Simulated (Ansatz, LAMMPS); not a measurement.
# Li+ BF4- in gamma-butyrolactone and acetonitrile and diethyl carbonate at 400 K (102 atoms): a single point

Aim: energy, forces, charges and density of states of Li+ BF4- in gamma-butyrolactone and acetonitrile and diethyl carbonate at 400 K (102 atoms) at a fixed geometry.

Program: Ansatz 0.2.0. Level of theory: Kohn-Sham DFT, r2SCAN+D3(BJ), PAW (set soft_2), plane waves. Results are calculated unless marked as measured.

**1. Set-up**

The cell holds 102 atoms: 30 C, 12 O, 50 H, 4 N, 1 B, 4 F and 1 Li. Its edges and angles: a = 10.679 Å, b = 10.679 Å, c = 10.679 Å, α = 90.0°, β = 90.0°, γ = 90.0°. 3 gamma-butyrolactone, 4 acetonitrile, 2 diethyl carbonate, 1 Li+, 1 BF4- placed at random, at 1.03 g/cm³; overlaps pushed apart, then 10 ps at 550 K with stiff harmonic cages for PF6 and BF4 with UFF radii; Joung-Cheatham ions (J. Phys. Chem. B 112, 9020 (2008)); MMFF94 bonds, angles, torsions, charges and radii (Halgren, J. Comput. Chem. 17, 490 (1996)) in harmonic and 12-6 forms; charges of ions scaled by 0.8. Snapshot after 30 ps at 400 K and fixed volume.

What the set-up can't give: The network of contacts between molecules at the start is that of the classical potential that made the cell, and needn't be the one that DFT or experiment would give. The density was typed from a rule of thumb and may lie off the real one at this temperature. The Brillouin zone is sampled at Γ only, in a cell whose shortest periodic width is 11 Å.

**2. The classical run that made the cell**

A classical potential supplies the starting structure, since it reaches far longer times than DFT.

This step: classical MD, stiff harmonic cages for PF6 and BF4 with UFF radii; Joung-Cheatham ions (J. Phys. Chem. B 112, 9020 (2008)); MMFF94 bonds, angles, torsions, charges and radii (Halgren, J. Comput. Chem. 17, 490 (1996)) in harmonic and 12-6 forms; charges of ions scaled by 0.8 (LAMMPS 22 Jul 2025 - Update 4).

in.lmp reads:

```
# Li+ BF4- in gamma-butyrolactone and acetonitrile and diethyl carbonate
units real
atom_style full
boundary p p p
bond_style harmonic
angle_style harmonic
dihedral_style opls
improper_style harmonic
special_bonds lj 0 0 0.5 coul 0 0 0.75
read_data data.lmp
neigh_modify delay 0 every 1 check yes one 4000
comm_modify cutoff 12.0
timestep 0.5
thermo_style custom step time temp pe press density
thermo_modify norm yes
# push overlapping molecules apart
pair_style soft 2.6
pair_coeff * * 0.0
variable a equal ramp(1,60)
fix ad all adapt 1 pair soft a * * v_a
velocity all create 550 812181 mom yes dist gaussian
fix lim all nve/limit 0.03
fix lan all langevin 550 550 50 812182 zero yes
thermo 1000
run 3000 post no
unfix ad
pair_style lj/cut/coul/long 9.0
pair_modify mix arithmetic tail yes
pair_coeff 1 1 0.0678 3.3680   # C
pair_coeff 2 2 0.0763 3.0430   # O
pair_coeff 3 3 0.0678 3.4070   # C
pair_coeff 4 4 0.0763 2.9870   # O
pair_coeff 5 5 0.0216 2.5400   # H
pair_coeff 6 6 0.0678 3.5530   # C
# [... 22 lines left out ...]
compute msd all msd com yes
thermo 7500
fix md all nvt temp 400 400 100
run 30000 post no
print "== T400: mean square displacement over the hold $(c_msd[4]:%.2f) A^2"
unfix md
uncompute msd
write_dump all custom T400.dump id type xs ys zs modify sort id
```

Command:

```
lmp -in in.lmp -log none -nocite
```

Log:

```text
LAMMPS (22 Jul 2025 - Update 4)
Reading data file ...
  orthogonal box = (0 0 0) to (10.67909 10.67909 10.67909)
  102 atoms
  orthogonal box = (0 0 0) to (10.67909 10.67909 10.67909)
  100 bonds
  152 angles
  140 dihedrals
  5 impropers
WARNING: Bond/angle/dihedral extent > half of periodic box length
   Step          Time           Temp          PotEng         Press         Density
         0   0              550            0.062487188    3315.9557      1.0259987
      1000   500            512.32408      1.334441       24701.513      1.0259987
      2000   1000           504.26958      1.167235       11144.901      1.0259987
      3000   1500           497.2417       1.1263304      20475.637      1.0259987
WARNING: Bond/angle/dihedral extent > half of periodic box length
Loop time of 0.22666 s on 1 MPI rank(s) for 3000 steps with 102 atoms
PPPM initialization ...
  G vector (1/distance) = 0.29101506
  grid = 6 6 6
[... 31 lines left out ...]
Loop time of 4.16599 s on 1 MPI rank(s) for 10000 steps with 102 atoms
WARNING: Bond/angle/dihedral extent > half of periodic box length
   Step          Time           Temp          PotEng         Press         Density
[... 4 lines left out ...]
WARNING: Bond/angle/dihedral extent > half of periodic box length
Loop time of 2.02304 s on 1 MPI rank(s) for 5000 steps with 102 atoms
WARNING: Bond/angle/dihedral extent > half of periodic box length
   Step          Time           Temp          PotEng         Press         Density
[... 2 lines left out ...]
     30000   29000          489.57062     -2.2469761     -10867.519      1.0259987
     37500   36500          425.05096     -2.0335257      14950.928      1.0259987
     45000   44000          365.51296     -2.0768511      14447.204      1.0259987
     47000   46000          440.03316     -2.1144893      9831.9395      1.0259987
WARNING: Bond/angle/dihedral extent > half of periodic box length
Loop time of 12.1042 s on 1 MPI rank(s) for 30000 steps with 102 atoms
== T400: mean square displacement over the hold 15.45 A^2
```

It took 20 s on 1 thread of Arm Neoverse V1, shared host; peak memory 0.13 GiB.

The input also reads data.lmp (atoms, bonds and types; not printed here).

**3. Plane-wave single point**

The electrons are solved once, with the atoms held.

input.yaml reads:

```yaml
crystal:
  lattice:
    - [10.67909, 0.0, 0.0]
    - [0.0, 10.67909, 0.0]
    - [0.0, 0.0, 10.67909]
  atoms:
    - { symbol: C, position: [0.40039, 0.876, 0.41516] }
    - { symbol: C, position: [0.30522, 0.80585, 0.34214] }
    - { symbol: O, position: [0.21625, 0.8964, 0.29582] }
    - { symbol: C, position: [0.23332, 0.93726, 0.17612] }
    - { symbol: O, position: [0.32217, 0.91858, 0.10184] }
    - { symbol: O, position: [0.13848, 0.02565, 0.16607] }
    - { symbol: C, position: [0.14646, 0.09024, 0.05467] }
    - { symbol: C, position: [0.0467, 0.19373, 0.04851] }
    - { symbol: H, position: [0.37004, 0.94534, 0.47965] }
    - { symbol: H, position: [0.46506, 0.91545, 0.3496] }
    - { symbol: H, position: [0.4537, 0.81882, 0.46973] }
    - { symbol: H, position: [0.25439, 0.7342, 0.4025] }
    - { symbol: H, position: [0.35055, 0.7586, 0.2692] }
    - { symbol: H, position: [0.23231, 0.12451, 0.0246] }
    - { symbol: H, position: [0.11306, 0.03376, 0.98035] }
    - { symbol: H, position: [0.09207, 0.26765, 0.09597] }
    - { symbol: H, position: [0.95939, 0.16963, 0.09076] }
    - { symbol: H, position: [0.02873, 0.23133, 0.95923] }
    - { symbol: C, position: [0.66983, 0.64519, 0.49446] }
    - { symbol: C, position: [0.57949, 0.56176, 0.42515] }
    - { symbol: O, position: [0.63489, 0.44939, 0.38037] }
    - { symbol: C, position: [0.55036, 0.37009, 0.3269] }
    - { symbol: O, position: [0.4456, 0.39889, 0.28804] }
    - { symbol: O, position: [0.61421, 0.2675, 0.29737] }
    - { symbol: C, position: [0.54997, 0.17709, 0.22126] }
    - { symbol: C, position: [0.59865, 0.16431, 0.09721] }
    - { symbol: H, position: [0.72218, 0.70022, 0.43125] }
    - { symbol: H, position: [0.74555, 0.58955, 0.54493] }
    - { symbol: H, position: [0.62185, 0.70165, 0.5631] }
    - { symbol: H, position: [0.53586, 0.61768, 0.35153] }
    - { symbol: H, position: [0.51068, 0.52342, 0.4875] }
    - { symbol: H, position: [0.55154, 0.08344, 0.27094] }
    - { symbol: H, position: [0.45444, 0.20086, 0.21337] }
    - { symbol: H, position: [0.68296, 0.11814, 0.08682] }
    - { symbol: H, position: [0.60105, 0.25846, 0.05428] }
    - { symbol: H, position: [0.53202, 0.09635, 0.05156] }
    - { symbol: O, position: [0.90981, 0.16509, 0.61455] }
    - { symbol: C, position: [0.84652, 0.24285, 0.66852] }
    - { symbol: C, position: [0.75969, 0.32212, 0.61117] }
    - { symbol: C, position: [0.67716, 0.38124, 0.71659] }
    - { symbol: C, position: [0.77055, 0.36303, 0.81878] }
    - { symbol: O, position: [0.84235, 0.24972, 0.78891] }
    - { symbol: H, position: [0.79784, 0.39946, 0.56084] }
    - { symbol: H, position: [0.6951, 0.27707, 0.53904] }
    - { symbol: H, position: [0.66017, 0.47102, 0.69284] }
    - { symbol: H, position: [0.58948, 0.3348, 0.74164] }
    - { symbol: H, position: [0.84056, 0.44143, 0.8257] }
    - { symbol: H, position: [0.72841, 0.34457, 0.9048] }
    - { symbol: O, position: [0.07451, 0.40744, 0.72785] }
    - { symbol: C, position: [0.15053, 0.32964, 0.6856] }
    - { symbol: C, position: [0.1811, 0.31239, 0.5509] }
    - { symbol: C, position: [0.22472, 0.18256, 0.54674] }
    - { symbol: C, position: [0.28666, 0.16195, 0.67329] }
    - { symbol: O, position: [0.22268, 0.24417, 0.75603] }
    - { symbol: H, position: [0.09189, 0.33481, 0.49644] }
    - { symbol: H, position: [0.2593, 0.37367, 0.5366] }
    - { symbol: H, position: [0.145, 0.12178, 0.55963] }
    - { symbol: H, position: [0.26862, 0.14796, 0.4585] }
    - { symbol: H, position: [0.27892, 0.06579, 0.7107] }
    - { symbol: H, position: [0.38445, 0.18386, 0.65824] }
    - { symbol: O, position: [0.03542, 0.55198, 0.98145] }
    - { symbol: C, position: [0.03288, 0.54213, 0.09678] }
    - { symbol: C, position: [0.92357, 0.52465, 0.17498] }
    - { symbol: C, position: [0.9757, 0.45827, 0.29059] }
    - { symbol: C, position: [0.09621, 0.53743, 0.29311] }
    - { symbol: O, position: [0.13396, 0.54016, 0.16938] }
    - { symbol: H, position: [0.88482, 0.61267, 0.2082] }
    - { symbol: H, position: [0.85634, 0.46164, 0.14169] }
    - { symbol: H, position: [0.91727, 0.47871, 0.37102] }
    - { symbol: H, position: [0.9991, 0.35623, 0.27081] }
    - { symbol: H, position: [0.07024, 0.62504, 0.33762] }
    - { symbol: H, position: [0.17683, 0.5044, 0.34852] }
    - { symbol: C, position: [0.92006, 0.95786, 0.37933] }
    - { symbol: C, position: [0.84985, 0.90179, 0.27264] }
    - { symbol: "N", position: [0.8003, 0.86721, 0.18164] }
    - { symbol: H, position: [0.86302, 0.01894, 0.44098] }
    - { symbol: H, position: [0.99707, 0.02552, 0.34042] }
    - { symbol: H, position: [0.95438, 0.89228, 0.4422] }
    [... 18 atom lines left out ...]
    - { symbol: B, position: [0.23568, 0.67933, 0.66341] }
    - { symbol: F, position: [0.1668, 0.66333, 0.7775] }
    - { symbol: F, position: [0.14884, 0.65399, 0.5719] }
    - { symbol: F, position: [0.34511, 0.62124, 0.65456] }
    - { symbol: F, position: [0.26035, 0.81467, 0.64248] }
    - { symbol: Li, position: [0.01777, 0.58886, 0.81237] }
kpoints:
  mp_grid: { grid: [1, 1, 1] }
hamiltonian:
  xc: r2scan
  dispersion: d3bj
scf:
  occupations: { method: fixed }
output:
  forces: true
  stress: true
  populations: true
  dos:
    method: { smearing: { sigma: 0.08 } }
    de: 0.1
    projected: { site_lists: { B: [B], C: [C], F: [F], H: [H], Li: [Li] } }
  eigenvalues: true
  write_density: true
  write_potential: true
  volumetric_format: npy
```

Command:

```
ansatz run input.yaml --threads 8 --pin off --max-ram 15872MiB --backend cpu --events-out ev --progress --plain --runs-dir out
```

Log:

```text
Warning: the engine holds no damping parameters fitted to this dispersion correction and functional, so the run takes those fitted to r2scan beside the three-body term, which d3bj leaves out (hamiltonian.dispersion, under Limitations)
Engine: ansatz 0.2.0, aarch64-unknown-linux-gnu
Pseudopotentials: kind: paw
Pseudopotential: C, paw, valence charge 4, recommended cutoff 500 eV (meta_gga), C.paw.azcp
Pseudopotential: O, paw, valence charge 6, recommended cutoff 500 eV (meta_gga), O.paw.azcp
Pseudopotential: H, paw, valence charge 1, recommended cutoff 500 eV (meta_gga), H.paw.azcp
Pseudopotential: N, paw, valence charge 5, recommended cutoff 500 eV (meta_gga), N.paw.azcp
Pseudopotential: B, paw, valence charge 3, recommended cutoff 500 eV (meta_gga), B.paw.azcp
Pseudopotential: F, paw, valence charge 7, recommended cutoff 500 eV (meta_gga), F.paw.azcp
Pseudopotential: Li, paw, valence charge 3, recommended cutoff 500 eV (meta_gga), Li.paw.azcp
[... 6 lines on functional and potentials left out ...]
Crystal: 102 atoms, lattice volume = 1217.875 Å³
Basis set: ecut = 500 eV, 31103 PW (Γ), exchange–correlation on 320×320×320 points (64 copies of the dense FFT grid, shifted against one another)
Bands: 250, of which v1, the nominal top of the filled ones, is band 148 counted from 1 (147 counted from 0)
Symmetry: 1 space group operations
Space group: P1 (ITA 1), of the structure as read, at distance tolerance 1.1e-4 Å
k-points: 1
[... 20 lines on functional and potentials left out ...]
Initial density: superposition of atomic densities (neutral atoms: chi_scale 0, normalization atom), corrected by the library's trained network
Initial wavefunctions: pseudopotential atomic-orbital guess
Functional: x = r2scan, c = r2scan; τ floored in thin density (d = 2e-4 eV/Å³)
SCF iter   1: F=—  HF=-20313.854166 eV  |F-HF|=—  |Δ(HF+E_count)|=         —  Δρ=8.44e-3  dr2=9.23e-1  dr2_τ=9.20e0  ethr=1.77e-3  ⟨swp⟩=5.0  Hψ=882  notcnv=0  defer=99
preconditioner: auto → Resta (q_TF=auto, 2.155 Å⁻¹)  ε∞=2.2  [insulator: Δε(μ)=5.162 eV  Ē_g=15.832 eV  n_scr=202 (ndim 8)  ℏωp=17.5 eV  f_vac=0.295  ε∞_Penn≈2.2]
SCF iter   2: F=—  HF=-20312.891737 eV  |F-HF|=—  |Δ(HF+E_count)|=   9.62e-1  Δρ=4.49e-3  dr2=1.64e-1  dr2_τ=3.45e-2  ethr=3.12e-4  ⟨swp⟩=3.0  Hψ=430  notcnv=0  defer=100
SCF iter   3: F=—  HF=-20312.871339 eV  |F-HF|=—  |Δ(HF+E_count)|=   2.04e-2  Δρ=2.05e-3  dr2=4.86e-2  dr2_τ=4.79e-3  ethr=5.55e-5  ⟨swp⟩=2.0  Hψ=290  notcnv=0  defer=100
SCF iter   4: F=—  HF=-20312.868564 eV  |F-HF|=—  |Δ(HF+E_count)|=   2.78e-3  Δρ=6.83e-4  dr2=8.13e-3  dr2_τ=1.03e-3  ethr=1.64e-5  ⟨swp⟩=2.0  Hψ=289  notcnv=0  defer=100
SCF iter   5: F=—  HF=-20312.869783 eV  |F-HF|=—  |Δ(HF+E_count)|=   1.22e-3  Δρ=3.25e-4  dr2=1.66e-3  dr2_τ=1.93e-4  ethr=2.75e-6  ⟨swp⟩=2.0  Hψ=422  notcnv=0  defer=100
SCF iter   6: F=—  HF=-20312.870427 eV  |F-HF|=—  |Δ(HF+E_count)|=   6.45e-4  Δρ=1.47e-4  dr2=3.17e-4  dr2_τ=3.69e-5  ethr=5.62e-7  ⟨swp⟩=2.0  Hψ=293  notcnv=0  defer=100
SCF iter   7: F=—  HF=-20312.870666 eV  |F-HF|=—  |Δ(HF+E_count)|=   2.39e-4  Δρ=7.16e-5  dr2=6.20e-5  dr2_τ=8.77e-6  ethr=1.07e-7  ⟨swp⟩=2.0  Hψ=294  notcnv=0  defer=100
SCF iter   8: F=—  HF=-20312.870768 eV  |F-HF|=—  |Δ(HF+E_count)|=   1.02e-4  Δρ=2.14e-5  dr2=6.28e-6  dr2_τ=7.75e-7  ethr=2.09e-8  ⟨swp⟩=2.0  Hψ=395  notcnv=0  defer=100
SCF iter   9: F=—  HF=-20312.870779 eV  |F-HF|=—  |Δ(HF+E_count)|=   1.17e-5  Δρ=1.10e-5  dr2=1.76e-6  dr2_τ=2.22e-7  ethr=2.12e-9  ⟨swp⟩=2.0  Hψ=293  notcnv=0  defer=100
SCF iter  10: F=—  HF=-20312.870782 eV  |F-HF|=—  |Δ(HF+E_count)|=   2.10e-6  Δρ=4.55e-6  dr2=3.07e-7  dr2_τ=3.75e-8  ethr=5.95e-10  ⟨swp⟩=2.0  Hψ=298  notcnv=0  defer=100
SCF iter  11: F=-20312.870782 eV  HF=-20312.870782 eV  |F-HF|=1.09e-7  |Δ(HF+E_count)|=   5.01e-7  Δρ=1.67e-6  dr2=4.32e-8  dr2_τ=4.98e-9  ethr=3.38e-11  ⟨swp⟩=24.0  Hψ=2556  notcnv=0
SCF 1 converged in 11 iterations: F = -20312.870782 eV  dr2 = 4.32e-8
  greatest PAW one-centre occupation: 0.999 electrons in one spin orbital (limit 2), on the Li atom at site 101 (counted from 0), in its partial waves of l = 0
WARN: The input density's exchange-correlation potential varies sharply where the density is thin. Do not read a vacuum level from v_tot or v_xc, or from such a field of the output density. On a cell that repeats whose density bears no net charge and no dipole along the vacuum's axis use v_es (v_loc + v_h of the components); [...]
SCF converged after 11 iterations
Free energy (F): -20312.870782 eV
Harris-Foulkes:  -20312.870782 eV  (|F-HF|=1.09e-7)
Internal energy: -20312.870782 eV  (E = F + TS)
E sigma→0 (E₀):  -20312.870782 eV
Fermi energy:    -1.849148 eV
--- Per-component energies (eV) ---
  E_band       = -2896.112703
  E_kinetic    = 6956.425210
  E_local      = -25567.532930  (includes V_loc(G=0)·N_el)
  E_nonlocal   = 1924.679304
  E_hartree    = 9638.574113
  E_xc         = -3327.223105
  E_vxc        = -4720.647184  (∫ρ·V_xc dr)
  E_paw        = -6410.176021  (= ΣΔE_a)
  E_vpaw       = -1066.212566  (= ΣTr[D̂ρ^β])
  E_aug_tail   = -0.008273  (compensation charges beyond the density's cutoff)
  E_vtau       = 300.045349  (kinetic-family band-sum trace: ∫τ·v_τ [+ j·A + Jᵃ·Aᵃ] dr)
  E_ewald      = -3523.948223
  E_disp       = -2.272088  (pairwise vdW)
  E_core_change = -1.388770  (= ΣΔE_core)
  E_smearing   = -0.000000  (= −TS)
  E_closure    = 0.000000  (closes the sum)
  Σ components = -20312.870782   (vs F -20312.870782, Δ=0.00e0)
--- Forces (eV/Å), atoms counted from 1 ---
  atom   1  C     -0.06702819     0.94568790    -1.27481822
  atom   2  C     -1.19265680    -0.36991964     2.31330799
  atom   3  O      0.18965073    -0.75945768    -1.81670709
  atom   4  C      1.26373632     1.02750137     0.74262879
  atom   5  O     -3.14066702     0.20834618     2.28697029
  atom   6  O      1.95694423    -1.44027055     0.34742511
  atom   7  C     -3.77775858     0.78431796    -2.50316520
  atom   8  C      1.46925876    -0.09932174     1.34873305
  atom   9  H     -0.83504103     0.61979668     0.27091680
  atom  10  H      0.45616292     0.67743531    -0.43740914
  atom  11  H      1.48530957    -2.09901123     1.61031137
  atom  12  H      0.31821798     1.24043629    -0.85938033
  atom  13  H      0.42718520    -0.69649013    -1.43108664
  atom  14  H      2.03804761     0.59427674     0.21447484
[...]
atom 101  F     -0.10447313    -0.93673747     1.02833661
  atom 102  Li     0.27354235    -0.59289792    -0.07938396
  max |Σ_I F_I| component: 2.09e-4 eV/Å
--- Stress (GPa, compression-positive) ---
       -0.399548      -0.400752       0.020053
       -0.400753       0.854983       0.065408
        0.020057       0.065408       2.026754
  P = ⅓ Tr σ = 0.8274 GPa (8.274 kbar)
--- Band table (eV) ---
  k-point 0: bands = ["-46.3148", "-27.0765", "-26.1289", "-25.8016", [... 234 levels ...], "10.3453", "10.3971", "10.4297", "10.5027", "10.5835", "10.6199", "10.6957", "10.7349", "10.8032", "10.8380", "10.8843", "10.9436"]
--- Löwdin populations: 102 sites ---
  site symbol       q [e]
     0      C      4.4780
     1      C      4.0317
     2      O      6.2850
[...]
101     Li      2.2149
  spilling = 0.013391 (of n_electrons = 296.000000)
```

It took 28 s on 8 threads of Arm Neoverse V1, shared host; peak memory 3 GiB.

In the SCF lines HF is the Harris–Foulkes energy and dr2 the Hartree energy of the density residual, in eV; the loop may stop once dr2 is under the threshold and the program's other checks hold. Hψ counts applications of the Hamiltonian.

The program notes that the exchange-correlation potential is rough where the density is thin. Further notices: dispersion damping borrowed.

The run gave:

```
free energy                                      : -20312.8708 eV
free energy per atom                             : -199.1458 eV/atom
SCF cycles                                       : 11
pressure                                         : 0.8274 GPa
r.m.s. force component                           : 1.206 eV/Å
longest force                                    : 6.005 eV/Å
Fermi energy                                     : -1.849 eV
gap (highest filled to lowest empty level) : 4.753 eV
spilling of the projection                       : 0.01339
```

Neighbours are counted within 1.34 Å (H-C), 1.85 Å (C-C), 1.73 Å (C-O), 1.62 Å (C-N), 2.27 Å (O-Li), 1.72 Å (F-B), 2.23 Å (F-Li), 2.43 Å (N-Li).

Length of the force by element and coordination:

```csv
element,coordination,atoms,mean length of the force (eV/Å),spread,least,most
B,all,1,3.79,0,3.79,3.79
C,all,30,2.54,1.12,0.579,6.00
C,2,4,1.91,1.09,0.579,3.39
C,3,5,2.63,0.629,1.79,3.60
C,4,21,2.64,1.17,0.972,6.00
F,all,4,1.39,0.281,0.952,1.72
F,1,3,1.54,0.136,1.39,1.72
F,2,1,0.952,0,0.952,0.952
H,all,50,1.29,0.659,0.0907,3.32
Li,all,1,0.658,0,0.658,0.658
N,all,4,2.28,0.964,1.26,3.35
N,1,3,1.92,0.854,1.26,3.13
N,2,1,3.35,0,3.35,3.35
O,all,12,2.07,0.907,0.564,3.89
O,1,3,2.25,1.27,0.794,3.89
O,2,9,2.01,0.738,0.564,3.09
```

Löwdin charges by element and coordination (they lack the spilled electrons, 0.039 e an atom on average):

```
element  coordination  atoms  mean charge (e)  spread   least     most
      B           all      1            0.945       0   0.945    0.945
      C           all     30           -0.052   0.398  -0.485    0.739
      C             2      4            0.238  0.0346   0.208    0.297
      C             3      5            0.669  0.0533   0.620    0.739
      C             4     21           -0.279   0.184  -0.485  -0.0278
      F           all      4           -0.409   0.037  -0.458   -0.357
      F             1      3           -0.404  0.0415  -0.458   -0.357
      F             2      1           -0.424       0  -0.424   -0.424
      H           all     50            0.213  0.0253   0.166    0.278
     Li           all      1            0.785       0   0.785    0.785
      N           all      4           -0.239  0.0137  -0.258   -0.221
      N             1      3           -0.233  0.0095  -0.244   -0.221
      N             2      1           -0.258       0  -0.258   -0.258
      O           all     12           -0.357  0.0902  -0.479   -0.249
      O             1      3           -0.469   0.008  -0.479   -0.459
      O             2      9           -0.320  0.0727  -0.469   -0.249
```

[end of part 1 of 2]

[Logs are printed without paths, hosts, clocks, repeated set-up lines and the standing remarks that a program may print on its own settings, such as how far it seeks lower states.]

[Hosts, paths, dates, database ids (printed as entryN), source tags and the programs' standing remarks are cut or masked in the printed files.]

[The MMFF94 radii named for the starting cell were scaled by 0.96; in molecules described by MMFF94, hydrogen bound to N, O or S took a small fixed 12-6 site in their place.]
